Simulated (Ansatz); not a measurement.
# A hypothetical structure for NaZn2Ga2, part 2 of 2

This structure for NaZn2Ga2 is made up. Its elements were placed in a known structure type with a cell scaled to their sizes. What cell does the guess relax to, and how far off was it?

Ansatz 0.2.0; DFT, PBE, plane-wave PAW, files of the set soft_1, scalar-relativistic, no spin, cell and ions relaxed at zero pressure; PAW set soft_1 (the session's first sound run).

So far: The starting structure; Relaxing cell and atoms. The relaxed cell has a = 4.251, c = 11.032 Å (conventional setting).

## (3) Electronic structure of the relaxed cell

A second self-consistent run takes a narrower smearing and the mesh shown in its input; the bands follow along the standard path of the relaxed lattice.

This step: DFT, PBE, plane-wave PAW, files of the set soft_1, scalar-relativistic, no spin, bands and density of states at the relaxed cell; PAW set soft_1 (Ansatz 0.2.0).

File input.yaml:

```yaml
crystal:
  lattice:
    - [-2.1254690367, 2.1254690367, 5.5158053054]
    - [2.1254690367, -2.1254690367, 5.5158053054]
    - [2.1254690367, 2.1254690367, -5.5158053054]
  atoms:
    - { symbol: Ga, position: [0.614364143, 0.614364143, 0.0] }
    - { symbol: Ga, position: [0.385635857, 0.385635857, 0.0] }
    - { symbol: Zn, position: [0.25, 0.75, 0.5] }
    - { symbol: Zn, position: [0.75, 0.25, 0.5] }
    - { symbol: Na, position: [0.0, 0.0, 0.0] }
kpoints:
  mp_grid: { grid: [10, 10, 10] }
  band_path:
    path:
      - [[0.0, 0.0, 0.0], [0.0, 0.0, 0.5], [-0.07424406, 0.07424406, 0.5], [-0.28712203, 0.28712203, 0.28712203], [0.0, 0.0, 0.0], [0.5, 0.5, -0.5], [0.28712203, 0.71287797, -0.28712203], [0.0, 0.5, 0.0], [0.25, 0.25, 0.25], [0.5, 0.5, -0.07424406], [0.5, 0.5, -0.5]]
      - [[0.0, 0.0, 0.5], [0.25, 0.25, 0.25]]
    npoints: 7
scf:
  occupations: { method: fermi_dirac, width: 0.03 }
  n_extra_bands: 9
hamiltonian:
  xc: pbe
  pseudopotentials: { kind: paw, azcp: { folder: soft_1 } }
output:
  forces: true
  stress: true
  write_bands: true
  dos: { projected: true }
  write_density: true
  write_potential: true
  elf: true
  volumetric_format: npy
```

Started as:

```console
$ ansatz run input.yaml --threads 4 --pin off --max-ram 8192MiB --backend cpu --events-out ev --progress --plain --runs-dir out
```

Numbers of over 12 decimals in the logs are rounded to 6 here.

Log:

```text
[...]
Crystal: 5 atoms, lattice volume = 99.673 Å³
Basis set: ecut = 420 eV, 1971 PW (Γ), exchange–correlation on 90×90×90 points (8 copies of the dense FFT grid, shifted against one another)
Bands: 39, of which v1, the nominal top of the filled ones, is band 30 counted from 1 (29 counted from 0)
Symmetry: 16 space group operations
[...]
k-points: 102 of 1000
[...]
SCF iter   1: F=—  HF=-15691.482779 eV  |F-HF|=—  |Δ(HF+E_count)|=         —  Δρ=4.58e-2  dr2=2.27e0  ethr=3.10e-3  ⟨swp⟩=6.4  Hψ=17777  notcnv=0
[...]
SCF iter  10: F=-15690.854693 eV  HF=-15690.854693 eV  |F-HF|=4.99e-8  |Δ(HF+E_count)|=   6.97e-7  Δρ=1.01e-5  dr2=9.01e-8  ethr=1.69e-10  ⟨swp⟩=12.9  Hψ=32034  notcnv=0
SCF 1 converged in 10 iterations: F = -15690.854693 eV  dr2 = 9.01e-8
[...]
NSCF: frozen V_eff on 79 k-points
SCF converged after 10 iterations
Free energy (F): -15690.854693 eV
[...]
Internal energy: -15690.849793 eV  (E = F + TS)
E sigma→0 (E₀):  -15690.852243 eV
Entropy (-TS):   -0.004901 eV (-0.980 meV/atom)
Fermi energy:    7.243770 eV
[...]
--- Forces (eV/Å), atoms counted from 1 ---
  atom   1  Ga    -0.00000000     0.00000000    -0.03521058
  atom   2  Ga     0.00000000     0.00000000     0.03521058
  atom   3  Zn    -0.00000000     0.00000000    -0.00000000
  atom   4  Zn     0.00000000     0.00000000     0.00000000
  atom   5  Na     0.00000000     0.00000000     0.00000000
  max |Σ_I F_I| component: 7.81e-18 eV/Å
--- Stress (GPa, compression-positive) ---
       -0.187262      -0.000000       0.000000
       -0.000000      -0.187262      -0.000000
        0.000000      -0.000000       0.162981
  P = ⅓ Tr σ = -0.0705 GPa (-0.705 kbar)
--- Band table (eV; the first three rows and the last of 102) ---
  k-point 0: bands = [... 26 lower, 3.6459, 7.0401, 7.0401, 8.2961, 8.9036, 8.9036, 10.1202, 10.6362, ... 5 higher]
  k-point 1: bands = [... 26 lower, 3.6938, 6.0406, 6.5933, 8.0966, 8.2381, 9.6551, 10.9504, 11.6828, ... 5 higher]
  k-point 2: bands = [... 26 lower, 3.7864, 4.9591, 6.0426, 7.0244, 7.3217, 11.0712, 11.7932, 12.6956, ... 5 higher]
  k-point 101: bands = [... 26 lower, 6.4007, 6.4007, 7.9474, 8.0703, 9.3688, 9.7351, 11.1500, 11.1500, ... 5 higher]
```

Wall time 7.5 s (4 threads of Intel Xeon Platinum 8375C at 2.90GHz (Ice Lake), shared host); peak memory 0.82 GiB.

This step gave:

| Property | Result |
| --- | --- |
| free energy | -15690.8547 eV |
| energy at zero smearing | -15690.8522 eV |
| smearing term TS | 0.004901 eV |
| Fermi energy | 7.244 eV |
| pressure | -0.07051 GPa |

From bands.tsv, the bands that come nearest the Fermi level along the path, at its corners, in eV from the Fermi level:

```
point  band 26  band 27  band 28  band 29  band 30  band 31  band 32  band 33
    Γ    -4.51    -3.60    -0.20    -0.20     1.05     1.66     1.66     2.88
    X    -4.73    -4.08    -3.59    -1.92    -1.77     0.12     1.98     2.76
    Y    -5.38    -4.01    -2.80    -2.40    -1.18     0.23     2.07     2.82
    S    -6.51    -4.40    -1.11    -0.41     0.56     2.50     2.55     4.08
    Γ    -4.51    -3.60    -0.20    -0.20     1.05     1.66     1.66     2.88
    Z    -6.70    -0.84    -0.84     0.70     0.83     2.13     2.49     3.91
   S1    -6.51    -4.40    -1.11    -0.41     0.56     2.50     2.55     4.08
    N    -6.28    -3.83    -2.78     0.63     0.96     1.97     2.30     3.11
    P    -4.75    -3.88    -3.88    -1.84    -0.96    -0.96     1.33     4.52
   Y1    -5.38    -4.01    -2.80    -2.40    -1.18     0.23     2.07     2.82
    Z    -6.70    -0.84    -0.84     0.70     0.83     2.13     2.49     3.91
    X    -4.73    -4.08    -3.59    -1.92    -1.77     0.12     1.98     2.76
    P    -4.75    -3.88    -3.88    -1.84    -0.96    -0.96     1.33     4.52
```

Counts of states for the cell as run, both spins, by energy window (eV from the Fermi level):

```csv
from,to,total
-8,-7,14.57
-7,-6,6.76
-6,-5,1.05
-5,-4,0.50
-4,-3,1.62
-3,-2,1.46
-2,-1,1.57
-1,0,2.16
0,1,1.68
1,2,1.14
2,3,1.73
3,4,2.23
4,5,2.23
5,6,2.58
```

Below -8 eV lie 29.3 more states.

ELF in the ac plane of the conventional cell at fractional y = 0.000, with atoms of Ga and Zn and Na within 0.2 Å of it. It is the smooth field of the valence electrons, not physical close to the nuclei.

Ten even steps from '_' (0.00) to '@' (0.55), each cell a mean:
```
%%@@**..__..::::....__--@@@@
**==..__..--------::..__::++
____..::==++++++++==--..____
__..::========--======--....
..::------::....::------::..
--====----..______::--====--
++++**++--..______::==****++
--==++**++--::::--==****++==
....==**##**++==++####++--..
....==++##**++++**##**++::__
--==++****++----==**##**++==
%%%%@@%%**--::..::++##%%%%%%
**####%%**==::::--++##%%####
::--++**##++==--==****++==::
....==++####++++**##**++::__
..::==**##++======**##++--..
==++****==::....::--++**++++
==++++==--..______::--++++++
::--==----..______::--==--::
....--==----::::::--==--::..
____::--==++======++==::..__
....__..--==++++====::____..
%%##--__..::----::..__..++%%
**@@%%..__........____==@@%%
```
Columns run along a (4.3 Å), rows up along c (11.0 Å), edges of the conventional cell, whose origin can differ from the input's. Atoms in or near the plane, at fractional coordinates: Ga at (0.00, 0.61), Ga at (0.00, 0.39), Zn at (0.50, 0.25), Zn at (0.50, 0.75), Na at (0.00, 0.00).

Electrostatic potential energy in the ac plane of the conventional cell at fractional y = 0.000, with atoms of Ga and Zn and Na within 0.2 Å of it. With pseudopotentials it is smooth inside the atoms' cores, unlike the true potential.

Values in eV, 24 rows by 14 columns, each cell a mean:
```
-56 -39  -7   5   8  10  10  11  10   9   7   2 -20 -51
 -7  -1   5   7   9  10  10  10  10  10   8   6   3  -4
  7   8   8   9  10  10   9   9  10  10   9   9   8   7
 10  10  10   9   8   7   4   3   5   7   9  10  10  10
 10  10  10   8   2 -15 -31 -35 -24  -6   6   9  10  10
 10  10   9   6 -10 -39 -60 -61 -53 -25   0   8   9  10
  5   6   7   5  -7 -33 -53 -57 -45 -20   1   6   6   5
  4   0   0   4   4  -4 -16 -19 -11   0   5   2  -1   2
 28  23   3   0   6   8   7   7   8   7   4  -2  12  27
 28  24   4   0   7   9  10  10  10   9   4  -2  14  28
  9   3  -1   5   9  10  10  11  10  10   7   2  -1   7
  1   3   6   8  10  10  11  11  10  10   9   8   5   2
 -1   0   4   8   9  10  11  11  10  10   9   6   2  -1
 20  11  -1   3   8  10  10  10  10   9   6   0   3  17
 28  27   6  -1   7   9   9   9   9   8   4  -1  17  28
 23  15   0   1   6   6   4   3   5   6   4  -1   5  21
 -1  -1   3   5   1 -15 -31 -35 -24  -7   4   4   1  -1
  8   8   8   5 -10 -39 -60 -61 -53 -25  -1   7   8   8
 10  10   9   6  -7 -32 -53 -57 -45 -20   2   8  10  10
 10  10  10   9   5  -4 -16 -19 -11   1   7   9  10  10
  9   9  10   9   9   8   8   7   8   9   9  10   9   9
  5   6   7   9  10  10  10  10  10  10   9   8   7   6
-24 -11   2   7   9  10  10  11  10   9   8   5  -3 -19
-62 -50 -11   4   8  10  10  11  10   9   7   0 -29 -60
```
Columns run along a (4.3 Å; values clipped at the 3rd and 97th percentile), rows up along c (11.0 Å), edges of the conventional cell, whose origin can differ from the input's. Atoms in or near the plane, at fractional coordinates: Ga at (0.00, 0.61), Ga at (0.00, 0.39), Zn at (0.50, 0.25), Zn at (0.50, 0.75), Na at (0.00, 0.00).

Valence density in the ac plane of the conventional cell at fractional y = 0.000, with atoms of Ga and Zn and Na within 0.2 Å of it. It is the smooth field of the valence electrons, not physical close to the nuclei.

Ten steps, logarithmic in the rise over the least value, from '_' (0 e/Å³) to '@' (36 e/Å³), each cell a mean:
```
##++::__________________==##
::..______________________::
____________________________
____________....____________
________..::====--..________
________::==%%@@##--..______
______....==##%%**::..______
--::........::::::........::
@@**--..____________....==%%
@@##--..______________..==%%
==--..________________..::--
....____________________....
......__________________....
**==::..______________..--++
@@##--..____________..::++@@
##++::..____......__....--**
..........::====--..........
______..::==%%@@##--..______
________..==##%%**::..______
__________..::::::..________
____________________________
____________________________
==--____________________..==
%%**--________________..==##
```
Columns run along a (4.3 Å), rows up along c (11.0 Å), edges of the conventional cell, whose origin can differ from the input's. Atoms in or near the plane, at fractional coordinates: Ga at (0.00, 0.61), Ga at (0.00, 0.39), Zn at (0.50, 0.25), Zn at (0.50, 0.75), Na at (0.00, 0.00).

## (4) Outcome

```json
{
  "space group, relaxed": "I4/mmm",
  "conventional cell": "a = 4.251, b = 4.251, c = 11.032 Å; α = 90.0°, β = 90.0°, γ = 90.0°",
  "volume per atom": "19.93 Å³ (guess 18.81)"
}
```

What this shows: NaZn2Ga2 relaxes to I4/mmm with a = 4.251, b = 4.251 and c = 11.032 Å. The guessed volume was 6 % too small. The space group I4/mmm was held in the relaxation, so the end point is a stationary structure within it and may be a saddle against distortions or other arrangements. Bands cross the Fermi level, so it is a metal or semimetal at this level. The electron count is odd, which forces that without spin polarisation or a larger cell. On the 10×10×10 mesh with the narrower smearing (relaxed on 9×9×9) the largest force component is 0.035 eV/Å and the largest stress component is 0.187 GPa, against the relaxation's thresholds of 0.015 eV/Å and 0.05 GPa. The cutoff wasn't tested. No dispersion term is used, so weakly bound directions may come out too long. Nothing here tests whether the compound is stable against decomposition.

[Logs are printed without paths, hosts, clocks, repeated set-up lines and the standing remarks that a program may print on its own settings, such as how far it seeks lower states.]

[Hosts, paths, dates, database ids (printed as entryN), source tags and the programs' standing remarks are cut or masked in the printed files.]
